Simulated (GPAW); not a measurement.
# Ni K ELNES/XANES of MgNi3C (Pm-3m) from DFT

Aim: the dependence of the Ni K near-edge features of MgNi3C (Pm-3m) on volume.

Method: X-ray absorption from dipole matrix elements to empty bands, plane-wave PAW LDA, in GPAW 26.7.0.

Report form: the programs' logs are mostly left out.

## Step 1: The structure

It takes space group Pm-3m (No. 221, cubic). The conventional cell has a = 3.809 Å, b = 3.809 Å, c = 3.809 Å, α = 90.00°, β = 90.00°, γ = 90.00°. Nearest to Ni lie 2 C at 1.90 Å and 4 Mg at 2.69 Å and 8 Ni at 2.69 Å. Mg has 12 Ni at 2.69 Å nearest. Nearest to C lie 6 Ni at 1.90 Å. Farther neighbours are not listed.

As a file:

```xyz
5
Lattice="3.8089 0.0000 0.0000 0.0000 3.8089 0.0000 0.0000 0.0000 3.8089" Properties=species:S:1:pos:R:3 pbc="T T T"
Ni    1.9044    1.9044    0.0000
Ni    1.9044    0.0000    1.9044
Ni    0.0000    1.9044    1.9044
Mg    0.0000    0.0000    0.0000
C     1.9044    1.9044    1.9044
```

## Step 2: The field without a hole

The ground state comes first: it tells whether the system has a gap, which decides how the excited electron is treated.

scf.py

```python
import numpy as np
from ase import Atoms
from ase.parallel import parprint, paropen
from gpaw import GPAW, PW, FermiDirac, Mixer, MixerDif, setup_paths
from gpaw.test import gen
setup_paths.insert(0, '.')
gen('Ni', name='nch1s', xcname='LDA', corehole=(1, 0, 0), write_xml=True)
from gpaw.mpi import world
world.barrier()

atoms = Atoms('Ni3MgC',
    cell=[[3.8089, 0, 0],
     [0, 3.8089, 0],
     [0, 0, 3.8089]],
    scaled_positions=[[0.5, 0.5, 0],
     [0.5, 0, 0.5],
     [0, 0.5, 0.5],
     [0, 0, 0],
     [0.5, 0.5, 0.5]],
    magmoms=[2.0, 2.0, 2.0, 0.0, 0.0],
    pbc=True)
atoms.calc = calc = GPAW(legacy_gpaw=True, mode=PW(430), xc='LDA', setups={0: 'nch1s'},
    kpts={'size': (7, 7, 7), 'gamma': True}, occupations=FermiDirac(0.05),
    charge=0, mixer=MixerDif(0.05, 8, 50), maxiter=150,
    convergence={'density': 0.0001}, txt='scf.txt')
energy = atoms.get_potential_energy() + calc.get_reference_energy()
ef = calc.get_fermi_level()
out = dict(energy=energy, fermi=ef, forces=atoms.get_forces().tolist(), magmoms=atoms.get_magnetic_moments().tolist())
parprint(f'all-electron energy {energy:.4f} eV, Fermi level {ef:.4f} eV')
ev = np.array([[calc.get_eigenvalues(k, s) for k in range(len(calc.get_ibz_k_points()))] for s in range(calc.get_number_of_spins())])
out['homo'], out['lumo'], out['counts'] = ev[ev < ef].max(), ev[ev > ef].min(), sorted(set((ev < ef).sum((0, 2)).tolist()))
out['filled'] = (ev[:, 0] < ef).sum(1).tolist()
import json
with paropen('out.json', 'w') as f:
    json.dump(out, f)
```

The run is started by

```console
> OMP_NUM_THREADS=1 mpirun -n 2 gpaw python scf.py
```

The job ended after 35 s (2 MPI ranks of Arm Neoverse V2, shared host; peak memory 0.28 GiB; 69 s of CPU time).

The mesh shows no gap, so the system is treated as a metal and the core electron is put at the Fermi level (neutral cell).

## Step 3: Supercell without a hole, the energy reference

The photon energy needs a difference of total energies, so the cell and mesh of the coming hole run are first run without a hole.

scf.py: that of step 2 with these lines changed.

```diff
@@ -10,15 +10,20 @@
 
-atoms = Atoms('Ni3MgC',
-    cell=[[3.8089, 0, 0],
-     [0, 3.8089, 0],
-     [0, 0, 3.8089]],
-    scaled_positions=[[0.5, 0.5, 0],
+atoms = Atoms('Ni6Mg2C2',
+    cell=[[3.8089, 0, 3.8089],
+     [0, 3.8089, 3.8089],
+     [-3.8089, 0, 3.8089]],
+    scaled_positions=[[0, 0.5, 0.5],
+     [0.5, 0.5, 0],
+     [0.5, 0, 0],
+     [0, 0, 0.5],
+     [0, 0.5, 0],
+     [0.5, 0.5, 0.5],
+     [0, 0, 0],
      [0.5, 0, 0.5],
-     [0, 0.5, 0.5],
-     [0, 0, 0],
-     [0.5, 0.5, 0.5]],
-    magmoms=[2.0, 2.0, 2.0, 0.0, 0.0],
+     [0.25, 0.5, 0.75],
+     [0.75, 0.5, 0.25]],
+    magmoms=[2.0, 2.0, 2.0, 2.0, 2.0, 2.0, 0.0, 0.0, 0.0, 0.0],
     pbc=True)
 atoms.calc = calc = GPAW(legacy_gpaw=True, mode=PW(430), xc='LDA', setups={0: 'nch1s'},
-    kpts={'size': (7, 7, 7), 'gamma': True}, occupations=FermiDirac(0.05),
+    kpts={'size': (4, 4, 4), 'gamma': True}, occupations=FermiDirac(0.1),
     charge=0, mixer=MixerDif(0.05, 8, 50), maxiter=150,
```

The job ended after 1.8 min (2 MPI ranks; peak memory 0.44 GiB).

Reference energy: -260771.670 eV with the cores included.

## Step 4: Spectrum with XCH, Ni atom 1

The holes are 5.4 Å apart. In GPAW the data set carries the hole's charge, so charge=0 means a charged cell and charge=-1 a neutral one. The excited electron is kept in the cell, where it fills the lowest empty states and screens the hole. After the field has converged, empty bands are computed with the density fixed and the dipole matrix elements are summed.

The absorber has 2 C at 1.90 Å (linear, site symmetry 4/mmm).

xas.py

```python
import numpy as np
from ase import Atoms
from ase.parallel import parprint, paropen
from gpaw import GPAW, PW, FermiDirac, Mixer, MixerDif, setup_paths
from gpaw.test import gen
setup_paths.insert(0, '.')
gen('Ni', name='fch1s', xcname='LDA', corehole=(1, 0, 1), write_xml=True)
from gpaw.mpi import world
world.barrier()

atoms = Atoms('Ni6Mg2C2',
    cell=[[3.8089, 0, 3.8089],
     [0, 3.8089, 3.8089],
     [-3.8089, 0, 3.8089]],
    scaled_positions=[[0, 0.5, 0.5],
     [0.5, 0.5, 0],
     [0.5, 0, 0],
     [0, 0, 0.5],
     [0, 0.5, 0],
     [0.5, 0.5, 0.5],
     [0, 0, 0],
     [0.5, 0, 0.5],
     [0.25, 0.5, 0.75],
     [0.75, 0.5, 0.25]],
    magmoms=[2.0, 2.0, 2.0, 2.0, 2.0, 2.0, 0.0, 0.0, 0.0, 0.0],
    pbc=True)
atoms.calc = calc = GPAW(legacy_gpaw=True, mode=PW(430), xc='LDA', setups={0: 'fch1s'},
    kpts={'size': (4, 4, 4), 'gamma': True}, occupations=FermiDirac(0.1),
    charge=-1, mixer=MixerDif(0.05, 8, 50), maxiter=150,
    convergence={'density': 0.0001}, txt='scf.txt')
energy = atoms.get_potential_energy() + calc.get_reference_energy()
ef = calc.get_fermi_level()
out = dict(energy=energy, fermi=ef, forces=atoms.get_forces().tolist(), magmoms=atoms.get_magnetic_moments().tolist())
parprint(f'all-electron energy {energy:.4f} eV, Fermi level {ef:.4f} eV')
ev = np.array([[calc.get_eigenvalues(k, s) for k in range(len(calc.get_ibz_k_points()))] for s in range(calc.get_number_of_spins())])
out['homo'], out['lumo'], out['counts'] = ev[ev < ef].max(), ev[ev > ef].min(), sorted(set((ev < ef).sum((0, 2)).tolist()))
out['filled'] = (ev[:, 0] < ef).sum(1).tolist()

from ase.units import Ha
from gpaw.xas import dipole_matrix_elements
nb = int(calc.get_number_of_electrons() / 2) + 99
top, nb = nb, nb + 8 + nb // 12
nscf = calc.fixed_density(kpts={'size': (5, 5, 5), 'gamma': True}, nbands=nb,
    convergence={'bands': top, 'eigenstates': 1e-5}, maxiter=60, txt='nscf.txt')
cell = atoms.cell.array
ops = [cell.T @ U.T @ np.linalg.inv(cell.T) for U in nscf.wfs.kd.symmetry.op_scc]
E = np.arange(-6, 34, 0.1)
fwhm = np.interp(E, [4, 25], [1.44, 3.5])
Y, X, zero, highest = 0, 0, 1e9, 1e9
for spin in range(nscf.get_number_of_spins()):
    wfs = nscf.wfs
    A = dipole_matrix_elements(wfs.setups[0])
    eps = np.zeros((wfs.kd.nibzkpts, nb))
    d = np.zeros((3, A.shape[1], wfs.kd.nibzkpts, nb), complex)
    for kpt in wfs.kpt_u:
        if kpt.s == spin and 0 in kpt.P_ani:
            eps[kpt.k] = kpt.eps_n * Ha
            d[:, :, kpt.k] = (kpt.weight * wfs.nspins / 2) ** 0.5 * np.inner(A, kpt.P_ani[0])
    world.sum(eps)
    world.sum(d)
    T = np.einsum('amkn,bmkn->abkn', d, d.conj()).real
    T = sum(np.einsum('ai,ijkn,bj->abkn', R, T, R) for R in ops) / len(ops)
    empty = eps > ef
    zero, highest = min(zero, eps[empty].min()), min(highest, eps[:, top - 1].min())
    lines = [(eps, T, empty)] if spin == 0 else lines + [(eps, T, empty)]
for eps, T, empty in lines:
    f = np.einsum('aakn->akn', T).reshape(3, -1)
    x = eps.ravel() - zero
    w = np.interp(x, E, fwhm) / 2.35482
    g = np.exp(-0.5 * ((E[:, None] - x) / w) ** 2) / (w * (2 * np.pi) ** 0.5)
    Y = Y + (f * empty.ravel()) @ g.T
    X = X + (f * ~empty.ravel()) @ g.T
out.update(E=E.round(2).tolist(), xas=Y.tolist(), xes=X.tolist(), zero=zero, valid=highest - zero, nk=len(eps), nb=nb)
for i in range(0, len(E), 10):
    parprint(f'{E[i]:7.2f}', *(f'{v:10.3e}' for v in Y[:, i]))
import json
with paropen('out.json', 'w') as f:
    json.dump(out, f)
```

The run is started by

```console
> OMP_NUM_THREADS=1 mpirun -n 2 gpaw python xas.py
```

Elapsed: 6.5 min, on 2 MPI ranks; peak memory 0.74 GiB.

The Ni K spectrum, Ni atom 1, excited-electron core hole (neutral cell) (energy from the lowest empty level; intensity scaled to a mean of 1 over the first 20 eV):

| E (eV) | intensity |
| --- | --- |
| -2.0 | 0.00 |
| -1.5 | 0.00 |
| -1.0 | 0.03 |
| -0.5 | 0.12 |
| 0.0 | 0.27 |
| 0.5 | 0.38 |
| 1.0 | 0.36 |
| 1.5 | 0.32 |
| 2.0 | 0.37 |
| 2.5 | 0.47 |
| 3.0 | 0.55 |
| 3.5 | 0.63 |
| 4.0 | 0.67 |
| 4.5 | 0.68 |
| 5.0 | 0.72 |
| 5.5 | 0.80 |
| 6.0 | 0.88 |
| 6.5 | 1.02 |
| 7.0 | 1.20 |
| 7.5 | 1.28 |
| 8.0 | 1.19 |
| 8.5 | 1.02 |
| 9.0 | 0.89 |
| 9.5 | 0.82 |
| 10.0 | 0.79 |
| 10.5 | 0.81 |
| 11.0 | 0.85 |
| 11.5 | 0.88 |
| 12.0 | 0.88 |
| 12.5 | 0.89 |
| 13.0 | 0.94 |
| 13.5 | 1.03 |
| 14.0 | 1.14 |
| 14.5 | 1.27 |
| 15.0 | 1.39 |
| 15.5 | 1.49 |
| 16.0 | 1.56 |
| 16.5 | 1.60 |
| 17.0 | 1.60 |
| 17.5 | 1.57 |
| 18.0 | 1.53 |
| 18.5 | 1.50 |
| 19.0 | 1.52 |
| 19.5 | 1.57 |
| 20.0 | 1.63 |
| 20.5 | 1.67 |
| 21.0 | 1.67 |
| 21.5 | 1.63 |
| 22.0 | 1.55 |
| 22.5 | 1.47 |
| 23.0 | 1.40 |
| 23.5 | 1.37 |
| 24.0 | 1.36 |
| 24.5 | 1.38 |
| 25.0 | 1.40 |
| 25.5 | 1.41 |
| 26.0 | 1.38 |
| 26.5 | 1.32 |
| 27.0 | 1.23 |
| 27.5 | 1.13 |
| 28.0 | 1.03 |
| 28.5 | 0.95 |
| 29.0 | 0.89 |
| 29.5 | 0.86 |
| 30.0 | 0.86 |
| 30.5 | 0.87 |
| 31.0 | 0.88 |
| 31.5 | 0.89 |
| 32.0 | 0.89 |

Main maxima below 30 eV (height): 0.7 eV (0.39), 7.5 eV (1.28), 16.7 eV (1.60), 20.8 eV (1.67) and 25.3 eV (1.41). A K edge sees empty p states, which here mix into the lowest empty bands, so that weight starts at the zero.

The total-energy difference is 8311.85 eV. The tabulated edge of the element is 8333 eV. The functional leaves an error in such absolute values: in the free atom LDA prices this hole 17.6 eV below PBE (computed apart), and PBE is itself good to a few eV.

## Step 5: Supercell without a hole, the energy reference

The cell and mesh change for the next run, so it gets a reference energy of its own.

The cell differs from the one that the last finished run ended in (a 5.387 → 5.220 Å, b 5.387 → 5.220 Å, c 5.387 → 5.220 Å).

scf.py: that of step 3 with these lines changed.

```diff
@@ -11,5 +11,5 @@
 atoms = Atoms('Ni6Mg2C2',
-    cell=[[3.8089, 0, 3.8089],
-     [0, 3.8089, 3.8089],
-     [-3.8089, 0, 3.8089]],
+    cell=[[3.69102258, 0, 3.69102258],
+     [0, 3.69102258, 3.69102258],
+     [-3.69102258, 0, 3.69102258]],
     scaled_positions=[[0, 0.5, 0.5],
@@ -27,3 +27,3 @@
 atoms.calc = calc = GPAW(legacy_gpaw=True, mode=PW(430), xc='LDA', setups={0: 'nch1s'},
-    kpts={'size': (4, 4, 4), 'gamma': True}, occupations=FermiDirac(0.1),
+    kpts={'size': (5, 5, 5), 'gamma': True}, occupations=FermiDirac(0.1),
     charge=0, mixer=MixerDif(0.05, 8, 50), maxiter=150,
```

The run is started by

```console
> OMP_NUM_THREADS=1 mpirun -n 2 gpaw python scf.py
```

The job ended after 2.5 min (2 MPI ranks; peak memory 0.43 GiB; 5 min of CPU time).

Reference energy: -260771.744 eV with the cores included.

## Step 6: Spectrum with XCH, Ni atom 1

Shorter bonds are expected to push antibonding states and scattering resonances up, and longer ones down; the cell is scaled to test that.

Changed against the first core-hole run: volume scale from 1 to 0.91; the field's mesh follows (4×4×4 to 5×5×5).

xas.py: that of step 4 with these lines changed.

```diff
@@ -11,5 +11,5 @@
 atoms = Atoms('Ni6Mg2C2',
-    cell=[[3.8089, 0, 3.8089],
-     [0, 3.8089, 3.8089],
-     [-3.8089, 0, 3.8089]],
+    cell=[[3.69102258, 0, 3.69102258],
+     [0, 3.69102258, 3.69102258],
+     [-3.69102258, 0, 3.69102258]],
     scaled_positions=[[0, 0.5, 0.5],
@@ -27,3 +27,3 @@
 atoms.calc = calc = GPAW(legacy_gpaw=True, mode=PW(430), xc='LDA', setups={0: 'fch1s'},
-    kpts={'size': (4, 4, 4), 'gamma': True}, occupations=FermiDirac(0.1),
+    kpts={'size': (5, 5, 5), 'gamma': True}, occupations=FermiDirac(0.1),
     charge=-1, mixer=MixerDif(0.05, 8, 50), maxiter=150,
@@ -40,3 +40,3 @@
 from gpaw.xas import dipole_matrix_elements
-nb = int(calc.get_number_of_electrons() / 2) + 99
+nb = int(calc.get_number_of_electrons() / 2) + 93
 top, nb = nb, nb + 8 + nb // 12
```

The run is started by

```console
> OMP_NUM_THREADS=1 mpirun -n 2 gpaw python xas.py
```

It took 5.7 min on 2 MPI ranks; peak memory 0.67 GiB.

| E (eV) | first run | this run |
| --- | --- | --- |
| -2.0 | 0.00 | 0.00 |
| -1.0 | 0.03 | 0.03 |
| 0.0 | 0.27 | 0.31 |
| 1.0 | 0.36 | 0.41 |
| 2.0 | 0.37 | 0.38 |
| 3.0 | 0.55 | 0.56 |
| 4.0 | 0.67 | 0.74 |
| 5.0 | 0.72 | 0.74 |
| 6.0 | 0.88 | 0.89 |
| 7.0 | 1.20 | 1.17 |
| 8.0 | 1.19 | 1.36 |
| 9.0 | 0.89 | 1.03 |
| 10.0 | 0.79 | 0.82 |
| 11.0 | 0.85 | 0.80 |
| 12.0 | 0.88 | 0.88 |
| 13.0 | 0.94 | 0.89 |
| 14.0 | 1.14 | 0.97 |
| 15.0 | 1.39 | 1.20 |
| 16.0 | 1.56 | 1.43 |
| 17.0 | 1.60 | 1.59 |
| 18.0 | 1.53 | 1.62 |
| 19.0 | 1.52 | 1.56 |
| 20.0 | 1.63 | 1.52 |
| 21.0 | 1.67 | 1.60 |
| 22.0 | 1.55 | 1.69 |
| 23.0 | 1.40 | 1.63 |
| 24.0 | 1.36 | 1.48 |
| 25.0 | 1.40 | 1.41 |
| 26.0 | 1.38 | 1.46 |
| 27.0 | 1.23 | 1.51 |
| 28.0 | 1.03 | 1.43 |
| 29.0 | 0.89 | 1.24 |
| 30.0 | 0.86 | 1.04 |
| 31.0 | 0.88 | 0.92 |
| 32.0 | 0.89 | 0.91 |

Against the first run the r.m.s. difference is 12 %. The highest intensity below 24 eV goes from 20.8 eV (1.67) to 22.2 eV (1.69).

The photon energy of the zero moves by +0.15 eV.

## Step 7: Supercell without a hole, the energy reference

The cell differs from the one that the last finished run ended in (a 5.220 → 5.440 Å, b 5.220 → 5.440 Å, c 5.220 → 5.440 Å).

scf.py: that of step 5 with these lines changed.

```diff
@@ -11,5 +11,5 @@
 atoms = Atoms('Ni6Mg2C2',
-    cell=[[3.69102258, 0, 3.69102258],
-     [0, 3.69102258, 3.69102258],
-     [-3.69102258, 0, 3.69102258]],
+    cell=[[3.84661433, 0, 3.84661433],
+     [0, 3.84661433, 3.84661433],
+     [-3.84661433, 0, 3.84661433]],
     scaled_positions=[[0, 0.5, 0.5],
@@ -27,3 +27,3 @@
 atoms.calc = calc = GPAW(legacy_gpaw=True, mode=PW(430), xc='LDA', setups={0: 'nch1s'},
-    kpts={'size': (5, 5, 5), 'gamma': True}, occupations=FermiDirac(0.1),
+    kpts={'size': (4, 4, 4), 'gamma': True}, occupations=FermiDirac(0.1),
     charge=0, mixer=MixerDif(0.05, 8, 50), maxiter=150,
```

The run is started by

```console
> OMP_NUM_THREADS=1 mpirun -n 2 gpaw python scf.py
```

Elapsed: 1.8 min, on 2 MPI ranks; peak memory 0.43 GiB.

Reference energy: -260771.411 eV with the cores included.

## Step 8: Spectrum with XCH, Ni atom 1

Changed against the first core-hole run: volume scale from 1 to 1.03.

xas.py: that of step 6 with these lines changed.

```diff
@@ -11,5 +11,5 @@
 atoms = Atoms('Ni6Mg2C2',
-    cell=[[3.69102258, 0, 3.69102258],
-     [0, 3.69102258, 3.69102258],
-     [-3.69102258, 0, 3.69102258]],
+    cell=[[3.84661433, 0, 3.84661433],
+     [0, 3.84661433, 3.84661433],
+     [-3.84661433, 0, 3.84661433]],
     scaled_positions=[[0, 0.5, 0.5],
@@ -27,3 +27,3 @@
 atoms.calc = calc = GPAW(legacy_gpaw=True, mode=PW(430), xc='LDA', setups={0: 'fch1s'},
-    kpts={'size': (5, 5, 5), 'gamma': True}, occupations=FermiDirac(0.1),
+    kpts={'size': (4, 4, 4), 'gamma': True}, occupations=FermiDirac(0.1),
     charge=-1, mixer=MixerDif(0.05, 8, 50), maxiter=150,
@@ -40,3 +40,3 @@
 from gpaw.xas import dipole_matrix_elements
-nb = int(calc.get_number_of_electrons() / 2) + 93
+nb = int(calc.get_number_of_electrons() / 2) + 101
 top, nb = nb, nb + 8 + nb // 12
```

The run is started by

```console
> OMP_NUM_THREADS=1 mpirun -n 2 gpaw python xas.py
```

It took 6.9 min on 2 MPI ranks; peak memory 0.75 GiB.

| E (eV) | first run | this run |
| --- | --- | --- |
| -2.0 | 0.00 | 0.00 |
| -1.0 | 0.03 | 0.03 |
| 0.0 | 0.27 | 0.26 |
| 1.0 | 0.36 | 0.35 |
| 2.0 | 0.37 | 0.37 |
| 3.0 | 0.55 | 0.54 |
| 4.0 | 0.67 | 0.65 |
| 5.0 | 0.72 | 0.72 |
| 6.0 | 0.88 | 0.88 |
| 7.0 | 1.20 | 1.20 |
| 8.0 | 1.19 | 1.12 |
| 9.0 | 0.89 | 0.86 |
| 10.0 | 0.79 | 0.79 |
| 11.0 | 0.85 | 0.86 |
| 12.0 | 0.88 | 0.88 |
| 13.0 | 0.94 | 0.97 |
| 14.0 | 1.14 | 1.20 |
| 15.0 | 1.39 | 1.44 |
| 16.0 | 1.56 | 1.58 |
| 17.0 | 1.60 | 1.57 |
| 18.0 | 1.53 | 1.50 |
| 19.0 | 1.52 | 1.55 |
| 20.0 | 1.63 | 1.65 |
| 21.0 | 1.67 | 1.62 |
| 22.0 | 1.55 | 1.46 |
| 23.0 | 1.40 | 1.35 |
| 24.0 | 1.36 | 1.36 |
| 25.0 | 1.40 | 1.38 |
| 26.0 | 1.38 | 1.29 |
| 27.0 | 1.23 | 1.10 |
| 28.0 | 1.03 | 0.92 |
| 29.0 | 0.89 | 0.84 |
| 30.0 | 0.86 | 0.85 |
| 31.0 | 0.88 | 0.87 |
| 32.0 | 0.89 | 0.85 |

Against the first run the r.m.s. difference is 4 %. The highest intensity below 24 eV goes from 20.8 eV (1.67) to 20.3 eV (1.66).

The photon energy of the zero moves by -0.06 eV.

## Step 9: Supercell without a hole, the energy reference

The cell changes for the next run, so it gets a reference energy of its own.

The cell differs from the one that the last finished run ended in (a 5.440 → 5.492 Å, b 5.440 → 5.492 Å, c 5.440 → 5.492 Å).

scf.py: that of step 7 with these lines changed.

```diff
@@ -11,5 +11,5 @@
 atoms = Atoms('Ni6Mg2C2',
-    cell=[[3.84661433, 0, 3.84661433],
-     [0, 3.84661433, 3.84661433],
-     [-3.84661433, 0, 3.84661433]],
+    cell=[[3.88360328, 0, 3.88360328],
+     [0, 3.88360328, 3.88360328],
+     [-3.88360328, 0, 3.88360328]],
     scaled_positions=[[0, 0.5, 0.5],
```

The run is started by

```console
> OMP_NUM_THREADS=1 mpirun -n 2 gpaw python scf.py
```

It took 2.3 min on 2 MPI ranks; peak memory 0.43 GiB.

Reference energy: -260771.067 eV with the cores included.

(Continued in part 2 of 2.)

[Logs are printed without paths, hosts, clocks, repeated set-up lines and the standing remarks that a program may print on its own settings, such as how far it seeks lower states.]

[Hosts, paths, dates, database ids (printed as entryN), source tags and the programs' standing remarks are cut or masked in the printed files.]

[Lists of maxima count a maximum above −3 eV only where it reaches 4 % of the highest in the window and stands out from its surroundings by 2 % of it (1.5 % where it reaches 55 %); shoulders and weaker maxima are passed over, and of the rest the first, up to two pre-edge ones and the few strongest are named.]
